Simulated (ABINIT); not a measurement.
# How the form of the self-energy moves the gap of BiOCl (P4/nmm), part 2 of 2

Aim: compare treatments of exchange, screening and correlation for the gap of BiOCl (P4/nmm).

ABINIT 10.8.3; PBEsol and many-body steps on it, plane waves. Known limits of the many-body steps: not at the basis limit; exchange with frozen shells missing; no spin-orbit coupling; coarse k mesh.

So far. Step 5 (G0W0, Hybertsen-Louie plasmon pole): Against G0W0 in ABINIT (4×4×2 mesh, 111 bands, screening to 122.5 eV, Godby-Needs plasmon pole), the gap moves by +0.057 eV. Step 6 (G0W0, von der Linden-Horsch plasmon pole): Against G0W0 in ABINIT (4×4×2 mesh, 111 bands, screening to 122.5 eV, Godby-Needs plasmon pole), the gap moves by −0.043 eV.

**7. G0W0, Engel-Farid plasmon pole**

Level of this step: G0W0 on PBEsol, plane waves, norm-conserving pseudopotentials (ABINIT).

run.abi reads:

```
acell 3*1.0 Angstrom
rprim 
  3.885510000000 0.000000000000 0.000000000000
  0.000000000000 3.885510000000 0.000000000000
  0.000000000000 0.000000000000 7.348900000000
ntypat 3
znucl 83 17 8
natom 6
typat 1 1 2 2 3 3
xred 
  0.500000000000 0.000000000000 0.329040000000
  0.000000000000 0.500000000000 0.670960000000
  0.000000000000 0.500000000000 0.147200000000
  0.500000000000 0.000000000000 0.852800000000
  0.000000000000 0.000000000000 0.500000000000
  0.500000000000 0.500000000000 0.500000000000
pp_dirpath "pseudos"
pseudos "Bi.upf, Cl.upf, O.upf"
ecut 36
ngkpt 4 4 2
nshiftk 1
shiftk 0 0 0
kptopt 1
chksymbreak 0
istwfk *1
occopt 1
irdwfk 1
optdriver 4
nband 111
gwcalctyp 0
ecutsigx 36
symsigma 1
nkptgw 3
kptgw 
  0.5000000000 0.0000000000 0.5000000000
  0.0000000000 0.0000000000 0.5000000000
  0.0000000000 0.0000000000 0.0000000000
bdgw 
  27 30
  27 30
  27 30
ecuteps 4.5
irdscr 1
ppmodel 4
indata_prefix "in"
outdata_prefix "out"
tmpdata_prefix "tmp"
```

Launch:

```
> OMP_NUM_THREADS=1 mpirun -n 8 abinit run.abi > log
```

Numbers of over 12 decimals in the logs are rounded to 6 here.

The log of the run:

```text
.Version 10.8.3 of ABINIT. v10.8.2 released Aug 2026.

 Symmetries : space group P4/n m m (#129); Bravais tP (primitive tetrag.)
[... echo of the input left out ...]
== DATASET  1 ==================================================================
-   mpi_nproc: 8, omp_nthreads: 1 (-1 if OMP is not activated)

--- !DatasetInfo
iteration_state: {dtset: 1, }
dimensions: {natom: 6, nkpt: 12, mband: 111, nsppol: 1, nspinor: 1, nspden: 1, mpw: 7758, }
cutoff_energies: {ecut:  36.0, pawecutdg:  -1.0, }
[...]
Band     E0 <VxcDFT>   SigX SigC(E0)      Z dSigC/dE  Sig(E)    E-E0       E
[...]
29   6.708 -12.609  -9.348  -2.767   0.841  -0.188 -12.193   0.416   7.125
       30   7.415 -12.605  -9.320  -2.704   0.837  -0.195 -12.119   0.486   7.900

== END DATASET(S) ==============================================================
================================================================================

 -outvars: echo values of variables after computation  --------
           etotal      0.0000000000E+00
            nband         111
             nkpt          12
          spgroup         129
 [... the other variables as echoed above ...]

 Calculation completed.
```

It took 30 s on 8 MPI ranks of Arm Neoverse N1, shared host; peak memory 2.3 GiB; 4 min of CPU time.

This step gave:

* G0W0 gap on the points computed: 3.417 eV
* starting gap on the mesh: 2.599 eV
* k of the valence top: 0, 0, 0.5
* k of the conduction bottom: 0, 0, 0.5
* least direct G0W0 gap on the computed points: 3.417 eV

Against G0W0 in ABINIT (4×4×2 mesh, 111 bands, screening to 122.5 eV, Godby-Needs plasmon pole), the gap moves by +0.004 eV.

**8. One-shot Hartree-Fock**

This step: one-shot Hartree-Fock on PBEsol, plane waves, norm-conserving pseudopotentials.

run.abi: that of step 7 with these lines changed.

```diff
@@ -28,4 +28,4 @@
 optdriver 4
-nband 111
-gwcalctyp 0
+nband 32
+gwcalctyp 5
 ecutsigx 36
@@ -41,5 +41,4 @@
   27 30
-ecuteps 4.5
-irdscr 1
-ppmodel 4
+ixc_sigma 40
+fftgw 31
 indata_prefix "in"
```

The log of the run:

```text
.Version 10.8.3 of ABINIT. v10.8.2 released Aug 2026.

 Symmetries : space group P4/n m m (#129); Bravais tP (primitive tetrag.)
[... echo of the input left out ...]
== DATASET  1 ==================================================================
-   mpi_nproc: 8, omp_nthreads: 1 (-1 if OMP is not activated)

--- !DatasetInfo
iteration_state: {dtset: 1, }
dimensions: {natom: 6, nkpt: 12, mband: 32, nsppol: 1, nspinor: 1, nspden: 1, mpw: 7758, }
cutoff_energies: {ecut:  36.0, pawecutdg:  -1.0, }
[...]
Band     E0 <VxcDFT>   SigX SigC(E0)      Z dSigC/dE  Sig(E)    E-E0       E
[...]
29   6.708 -12.609  -9.348   0.000   1.000   0.000  -9.348   3.261   9.970
       30   7.415 -12.605  -9.320   0.000   1.000   0.000  -9.320   3.285  10.699

== END DATASET(S) ==============================================================
================================================================================

 -outvars: echo values of variables after computation  --------
           etotal      0.0000000000E+00
            nband          32
             nkpt          12
          spgroup         129
 [... the other variables as echoed above ...]

 Calculation completed.
```

The job ended after 9.5 s (8 MPI ranks; peak memory 1.7 GiB).

Numbers from this step:

- quasiparticle gap on the points computed: 9.321 eV
- starting gap on the mesh: 2.599 eV
- k of the valence top: 0.5, 0, 0.5
- k of the conduction bottom: 0, 0, 0.5
- least direct quasiparticle gap on the computed points: 10.01 eV

Against G0W0 in ABINIT (4×4×2 mesh, 111 bands, screening to 122.5 eV, Godby-Needs plasmon pole), the gap moves by +5.908 eV.

**9. Screening, 4×4×2 mesh, 111 bands, screening to 122.5 eV**

This step: RPA screening on PBEsol, plane waves, norm-conserving pseudopotentials.

run.abi: that of step 8 with these lines changed.

```diff
@@ -27,18 +27,14 @@
 irdwfk 1
-optdriver 4
-nband 32
-gwcalctyp 5
-ecutsigx 36
-symsigma 1
-nkptgw 3
-kptgw 
-  0.5000000000 0.0000000000 0.5000000000
-  0.0000000000 0.0000000000 0.5000000000
-  0.0000000000 0.0000000000 0.0000000000
-bdgw 
-  27 30
-  27 30
-  27 30
-ixc_sigma 40
-fftgw 31
+optdriver 3
+nband 111
+ecuteps 4.5
+inclvkb 2
+awtr 1
+symchi 1
+gwcalctyp 2
+nfreqre 16
+freqremax 40 eV
+nfreqim 8
+spmeth 1
+nomegasf 120
 indata_prefix "in"
```

The log of the run:

```text
.Version 10.8.3 of ABINIT. v10.8.2 released Aug 2026.

 Symmetries : space group P4/n m m (#129); Bravais tP (primitive tetrag.)
[... echo of the input left out ...]
== DATASET  1 ==================================================================
-   mpi_nproc: 8, omp_nthreads: 1 (-1 if OMP is not activated)

--- !DatasetInfo
iteration_state: {dtset: 1, }
dimensions: {natom: 6, nkpt: 12, mband: 111, nsppol: 1, nspinor: 1, nspden: 1, mpw: 7758, }
cutoff_energies: {ecut:  36.0, pawecutdg:  -1.0, }
electrons: {nelect:   5.60000000E+01, charge:   0.00000000E+00, occopt:   1.00000000E+00, tsmear:   1.00000000E-02, }

 SCREENING: Calculation of the susceptibility and dielectric matrices

 Based on a program developped by R.W. Godby, V. Olevano, G. Onida, and L. Reining.
 Incorporated in ABINIT by V. Olevano, G.-M. Rignanese, and M. Torrent.
.Using double precision arithmetic ; gwpc =  8

[... cell and pseudopotentials left out ...]
--------------------------------------------------------------------------------

 ==== K-mesh for the wavefunctions ====
 Number of points in the irreducible wedge :    12
[... list of points left out ...]
 Together with 16 symmetry operations and time-reversal symmetry
 yields    32 points in the full Brillouin Zone.

 ==== Q-mesh for the screening function ====
 Number of points in the irreducible wedge :    12
[... list of points left out ...]
 Together with 16 symmetry operations and time-reversal symmetry
 yields    32 points in the full Brillouin Zone.

 setmesh: FFT mesh size selected  =    30x   30x   54
          total number of points  =        48600

 vcoul_init : cutoff-mode = AUXILIARY_FUNCTION
 q-points for optical limit:   1
     1)      0.000010    0.000020    0.000030

- screening: taking advantage of time-reversal symmetry
- Maximum band index for partially occupied states nbvw = 28
- Remaining bands to be divided among processors   nbcw = 83
- Number of bands treated by each node ~10

 Number of electrons calculated from density =   56.0000; Expected =   56.0000
 average of density, n =  0.074795
 r_s =    1.4724
 omega_plasma =   26.3811 [eV]

 calculating chi0 at frequencies [eV] :
  1    0.000000E+00    0.000000E+00
  2    2.666667E+00    0.000000E+00
  3    5.333333E+00    0.000000E+00
[...]
23    0.000000E+00    6.718795E+01
 24    0.000000E+00    9.460136E+01

--------------------------------------------------------------------------------
  q-point number  1        q = ( 0.000000, 0.000000, 0.000000) [r.l.u.]
--------------------------------------------------------------------------------
[... chi0 elements left out ...]
  [... further frequencies ...]

 No. of calculated frequencies >  15, stop printing
 For q-point:  0.000010 0.000020 0.000030
  dielectric constant =   6.0806
  dielectric constant without local fields =   6.9909

  Average fulfillment of the sum rule on Im[epsilon] for q-point    1 :     61.43  [%]
[... wings left out ...]
  q-point number  2        q = ( 0.250000, 0.000000, 0.000000) [r.l.u.]
--------------------------------------------------------------------------------
[... chi0 elements left out ...]
  [... further frequencies ...]

 No. of calculated frequencies >  15, stop printing
  Average fulfillment of the sum rule on Im[epsilon] for q-point    2 :     74.14  [%]

 [... 10 further q-points ...]
```

Elapsed: 5.6 min, on 8 MPI ranks; peak memory 5.2 GiB; 45 min of CPU time.

This step gave:

```
ε∞ with local fields, on this mesh, along the program's q direction : 6.081
the same without local fields                                       : 6.991
plasma frequency                                                    : 26.38 eV
plane waves in the screening matrix                                 : 345
```

**10. G0W0, contour deformation**

This step: G0W0 on PBEsol, plane waves, norm-conserving pseudopotentials.

run.abi: that of step 9 with these lines changed.

```diff
@@ -27,14 +27,19 @@
 irdwfk 1
-optdriver 3
+optdriver 4
 nband 111
+gwcalctyp 2
+ecutsigx 36
+symsigma 1
+nkptgw 3
+kptgw 
+  0.5000000000 0.0000000000 0.5000000000
+  0.0000000000 0.0000000000 0.5000000000
+  0.0000000000 0.0000000000 0.0000000000
+bdgw 
+  27 30
+  27 30
+  27 30
 ecuteps 4.5
-inclvkb 2
-awtr 1
-symchi 1
-gwcalctyp 2
-nfreqre 16
-freqremax 40 eV
-nfreqim 8
-spmeth 1
-nomegasf 120
+irdscr 1
+gwmem 01
 indata_prefix "in"
```

The log of the run:

```text
.Version 10.8.3 of ABINIT. v10.8.2 released Aug 2026.

 Symmetries : space group P4/n m m (#129); Bravais tP (primitive tetrag.)
[... echo of the input left out ...]
== DATASET  1 ==================================================================
-   mpi_nproc: 8, omp_nthreads: 1 (-1 if OMP is not activated)

--- !DatasetInfo
iteration_state: {dtset: 1, }
dimensions: {natom: 6, nkpt: 12, mband: 111, nsppol: 1, nspinor: 1, nspden: 1, mpw: 7758, }
cutoff_energies: {ecut:  36.0, pawecutdg:  -1.0, }
[...]
Band     E0 <VxcDFT>   SigX SigC(E0)      Z dSigC/dE  Sig(E)    E-E0       E
[...]
30   7.415 -12.605  -9.320  -2.618   0.801  -0.249 -12.071   0.534   7.948
       30   0.000   0.000   0.000   0.001   0.000   0.000   0.001   0.001   0.001

== END DATASET(S) ==============================================================
================================================================================

 -outvars: echo values of variables after computation  --------
           etotal      0.0000000000E+00
            nband         111
             nkpt          12
          spgroup         129
 [... the other variables as echoed above ...]

 Calculation completed.
```

Wall time 25 s (8 MPI ranks); peak memory 2.3 GiB.

This step gave:

```yaml
g0w0_gap_on_the_points_computed: 3.455 eV
starting_gap_on_the_mesh: 2.599 eV
k_of_the_valence_top: 0.5, 0, 0.5
k_of_the_conduction_bottom: 0, 0, 0.5
least_direct_g0w0_gap_on_the_computed_points: 3.479 eV
```

Against G0W0 in ABINIT (4×4×2 mesh, 111 bands, screening to 122.5 eV, Godby-Needs plasmon pole), the gap moves by +0.042 eV.

**11. Screening, 4×4×2 mesh, 111 bands, screening to 122.5 eV**

This step: RPA screening on PBEsol, plane waves, norm-conserving pseudopotentials.

run.abi: that of step 10 with these lines changed.

```diff
@@ -27,19 +27,11 @@
 irdwfk 1
-optdriver 4
+optdriver 3
 nband 111
-gwcalctyp 2
-ecutsigx 36
-symsigma 1
-nkptgw 3
-kptgw 
-  0.5000000000 0.0000000000 0.5000000000
-  0.0000000000 0.0000000000 0.5000000000
-  0.0000000000 0.0000000000 0.0000000000
-bdgw 
-  27 30
-  27 30
-  27 30
 ecuteps 4.5
-irdscr 1
-gwmem 01
+inclvkb 2
+awtr 1
+symchi 1
+gwcalctyp 1
+nfreqre 0
+nfreqim 16
 indata_prefix "in"
```

The log of the run:

```text
.Version 10.8.3 of ABINIT. v10.8.2 released Aug 2026.

 Symmetries : space group P4/n m m (#129); Bravais tP (primitive tetrag.)
[... echo of the input left out ...]
== DATASET  1 ==================================================================
-   mpi_nproc: 8, omp_nthreads: 1 (-1 if OMP is not activated)

--- !DatasetInfo
iteration_state: {dtset: 1, }
dimensions: {natom: 6, nkpt: 12, mband: 111, nsppol: 1, nspinor: 1, nspden: 1, mpw: 7758, }
cutoff_energies: {ecut:  36.0, pawecutdg:  -1.0, }
[...]
No. of calculated frequencies >  15, stop printing
 For q-point:  0.000010 0.000020 0.000030
  dielectric constant =   6.0623
  dielectric constant without local fields =   6.9687

  Average fulfillment of the sum rule on Im[epsilon] for q-point    1 :     61.43  [%]
[... wings left out ...]
  q-point number  2        q = ( 0.250000, 0.000000, 0.000000) [r.l.u.]
--------------------------------------------------------------------------------
[... chi0 elements left out ...]
  [... further frequencies ...]

 No. of calculated frequencies >  15, stop printing
  Average fulfillment of the sum rule on Im[epsilon] for q-point    2 :     74.14  [%]

 [... 10 further q-points ...]
```

The job ended after 9.3 min (8 MPI ranks; peak memory 4.3 GiB; 74 min of CPU time).

Numbers from this step:

```
ε∞ with local fields, on this mesh, along the program's q direction : 6.062
the same without local fields                                       : 6.969
plasma frequency                                                    : 26.38 eV
plane waves in the screening matrix                                 : 345
```

**12. G0W0, analytic continuation**

This step: G0W0 on PBEsol, plane waves, norm-conserving pseudopotentials.

run.abi: that of step 11 with these lines changed.

```diff
@@ -27,11 +27,20 @@
 irdwfk 1
-optdriver 3
+optdriver 4
 nband 111
+gwcalctyp 1
+ecutsigx 36
+symsigma 1
+nkptgw 3
+kptgw 
+  0.5000000000 0.0000000000 0.5000000000
+  0.0000000000 0.0000000000 0.5000000000
+  0.0000000000 0.0000000000 0.0000000000
+bdgw 
+  27 30
+  27 30
+  27 30
 ecuteps 4.5
-inclvkb 2
-awtr 1
-symchi 1
-gwcalctyp 1
-nfreqre 0
-nfreqim 16
+irdscr 1
+nomegasi 12
+omegasimax 25 eV
 indata_prefix "in"
```

The log of the run:

```text
.Version 10.8.3 of ABINIT. v10.8.2 released Aug 2026.

 Symmetries : space group P4/n m m (#129); Bravais tP (primitive tetrag.)
[... echo of the input left out ...]
== DATASET  1 ==================================================================
-   mpi_nproc: 8, omp_nthreads: 1 (-1 if OMP is not activated)

--- !DatasetInfo
iteration_state: {dtset: 1, }
dimensions: {natom: 6, nkpt: 12, mband: 111, nsppol: 1, nspinor: 1, nspden: 1, mpw: 7758, }
cutoff_energies: {ecut:  36.0, pawecutdg:  -1.0, }
[...]
Band     E0 <VxcDFT>   SigX SigC(E0)      Z dSigC/dE  Sig(E)    E-E0       E
[...]
30   2.504 -12.605  -9.320  -2.619   0.809  -0.235 -12.068   0.537   3.041
       30   0.000   0.000   0.000  -0.023  -0.013  -0.020  -0.029  -0.029  -0.029

== END DATASET(S) ==============================================================
================================================================================

 -outvars: echo values of variables after computation  --------
           etotal      0.0000000000E+00
            nband         111
             nkpt          12
          spgroup         129
 [... the other variables as echoed above ...]

 Calculation completed.
```

Elapsed: 41 s, on 8 MPI ranks; peak memory 2.9 GiB.

This step gave:

```
G0W0 gap on the points computed              : 3.5 eV
starting gap on the mesh                     : 2.599 eV
k of the valence top                         : 0.5, 0, 0.5
k of the conduction bottom                   : 0, 0, 0.5
least direct G0W0 gap on the computed points : 3.522 eV
```

Against G0W0 in ABINIT (4×4×2 mesh, 111 bands, screening to 122.5 eV, Godby-Needs plasmon pole), the gap moves by +0.087 eV.

**13. Side by side**

Times are wall times on 8 MPI ranks of Arm Neoverse N1, shared host, good to a factor of about two. A run's time includes the screening step that it read.

```
                                     run   mesh  bands  screening cutoff (eV)  DFT gap (eV)  gap on the mesh (eV)  direct (eV)  ε∞ used     time
          G0W0, Godby-Needs plasmon pole  4×4×2    111                  122.5         2.599                 3.413        3.426     6.06  5.1 min
      G0W0, Hybertsen-Louie plasmon pole  4×4×2    111                  122.5         2.599                 3.470        3.538     6.06  5.1 min
G0W0, von der Linden-Horsch plasmon pole  4×4×2    111                  122.5         2.599                 3.370        3.370     6.06  5.1 min
          G0W0, Engel-Farid plasmon pole  4×4×2    111                  122.5         2.599                 3.417        3.417     6.06    5 min
                   one-shot Hartree-Fock  4×4×2      -                      -         2.599                 9.321       10.011        -    9.5 s
               G0W0, contour deformation  4×4×2    111                  122.5         2.599                 3.455        3.479     6.08    6 min
             G0W0, analytic continuation  4×4×2    111                  122.5         2.599                 3.500        3.522     6.06   10 min
```

**14. Summary of results**

| Property | Result |
| --- | --- |
| G0W0, Godby-Needs plasmon pole | 3.413 eV |
| G0W0, Hybertsen-Louie plasmon pole | 3.470 eV |
| G0W0, von der Linden-Horsch plasmon pole | 3.370 eV |
| G0W0, Engel-Farid plasmon pole | 3.417 eV |
| one-shot Hartree-Fock | 9.321 eV |
| G0W0, contour deformation | 3.455 eV |
| G0W0, analytic continuation | 3.500 eV |
| known limits | not at the basis limit; exchange with frozen shells missing; no spin-orbit coupling; coarse k mesh |

**Reading.** G0W0, Hybertsen-Louie plasmon pole: +0.057 eV against G0W0, Godby-Needs plasmon pole. G0W0, von der Linden-Horsch plasmon pole: −0.043 eV against G0W0, Godby-Needs plasmon pole. G0W0, Engel-Farid plasmon pole: +0.004 eV against G0W0, Godby-Needs plasmon pole. One-shot Hartree-Fock: +5.908 eV against G0W0, Godby-Needs plasmon pole. G0W0, contour deformation: +0.042 eV against G0W0, Godby-Needs plasmon pole. G0W0, analytic continuation: +0.087 eV against G0W0, Godby-Needs plasmon pole. Bare exchange alone opens the gap to 9.32 eV; against G0W0, correlation takes back 5.91 eV. Against experiment, by G0W0, Godby-Needs plasmon pole: the gap of 3.41 eV lies −0.03 eV from the measured 3.44 eV (optical, 2022); the gap of 3.41 eV lies +0.05 eV from the measured 3.36 eV (optical, 2021). An exciton line or allowed optical edge lies below the quasiparticle gap by the binding energy; a forbidden edge can push the onset above it. These are gaps on the mesh, at modest bands and cutoff. The calculation has static nuclei and no excitons; a measured gap holds zero-point and thermal motion, which mostly lowers it. With atoms this heavy the missing spin-orbit coupling can matter too. Bands and cutoff are finite, so the gap is not at the basis limit. The miss can reach some tenths of an eV and take either sign; the mesh is an error of its own. In the G0W0 runs levels were corrected at 3 k points alone, so a gap called «on the mesh» is the least over those, and an edge elsewhere would be missed. The 4×4×2 mesh is coarse for this cell, which bears on the long-range parts of exchange and screening. Where an edge is built on 6p states of lead, bismuth or thallium, scalar-relativistic gaps usually stand too wide, by a few tenths to over one eV. The norm-conserving file of at least one element keeps a d shell over frozen s and p shells of the same row. Exchange with those shells is missing from the self-energy, an error of 0.3 to 0.9 eV in cases checked, whose sign depends on which edge lies on those atoms.

[Paths, hosts, dates, memory and timing lines, banners, echoed tables and standing remarks are left out of the program output.]

[Logs are printed without paths, hosts, clocks, repeated set-up lines and the standing remarks that a program may print on its own settings, such as how far it seeks lower states.]

[Runs of the session that timed out or met a known fault of the program may be left out.]

[Hosts, paths, dates, database ids (printed as entryN), source tags and the programs' standing remarks are cut or masked in the printed files.]

[G0W0 gaps are taken among the corrected bands and points alone; a level outside them can change the order at an edge.]

[Where Ansatz stands beside ABINIT at settings called matched, ABINIT's density can come from a denser mesh and the files from another edition; pairs whose starting gaps differed by over 0.03 eV were left out, so agreement reads better than it is.]
